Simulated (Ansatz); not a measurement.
## Rb (Im-3m): the Drude term of Re ε in the infrared

Re ε of Rb (Im-3m) at low photon energies is read from one computed spectrum; the carriers' damping was typed as γ = 0.05 eV.

Cell: a, b, c = 4.854, 4.854, 4.854 Å (primitive vectors), 1 atoms.

Method: Ansatz 0.2.0, PBE, independent particles, k-mesh 10×10×10 with interpolation inside its cells, Gaussian parameter 0.1 eV.

Launch of the response step: `ansatz run input.yaml --threads 4 --pin off --max-ram 8192MiB --backend cpu --events-out ev --progress --plain --runs-dir out`. The run took 6 s, on 4 threads of Intel(R) Xeon(R) Platinum 8488C (Sapphire Rapids) (shared host).

| photon energy E (eV) | wavelength (µm) | Re ε |
| --- | --- | --- |
| 0.25 | 4.96 | -216.7 |
| 0.30 | 4.13 | -151.7 |
| 0.35 | 3.54 | -111.7 |
| 0.40 | 3.10 | -85.4 |
| 0.50 | 2.48 | ? |
| 0.60 | 2.07 | -37.1 |
| 0.70 | 1.77 | -26.7 |

A Drude term over a constant background gives Re ε = ε_b − ωp²/(E² + γ²), linear in 1/(E² + γ²).

Working, on the rows shown:

| x = 1/(E² + γ²) (eV⁻²) | y = Re ε |
| --- | --- |
| 15.3846 | -216.7 |
| 10.8108 | -151.7 |
| 8 | -111.7 |
| 6.15385 | -85.4 |
| 2.75862 | -37.1 |
| 2.03046 | -26.7 |

Means: x̄ = 7.5231, ȳ = -104.88. Σ(x − x̄)(y − ȳ) = -1815, Σ(x − x̄)² = 127.6. Slope = -1815 / 127.6 = -14.23; intercept = ȳ − slope · x̄ = 2.1556. The line misses the rows shown by at most 0.038.

Question: Fill in the last column of the withheld row.

Answer: At x = 3.9604 the line gives y = -54.193. The run gave -54.2, so the interpolation holds to the digits printed.

Refitted with all rows, the slope is -14.23 and the intercept 2.1536. These give ωp = √(−slope) = 3.77 eV, against 3.77 eV from the program's Fermi-surface sum, and a background ε_b = 2.2 from interband transitions. The cell comes from an older database entry, whose edges can be off by a per cent or so. The values come from a sum over the points of one k-mesh and carry its error, which is largest for Fermi-surface quantities. Spin-orbit coupling is left out.
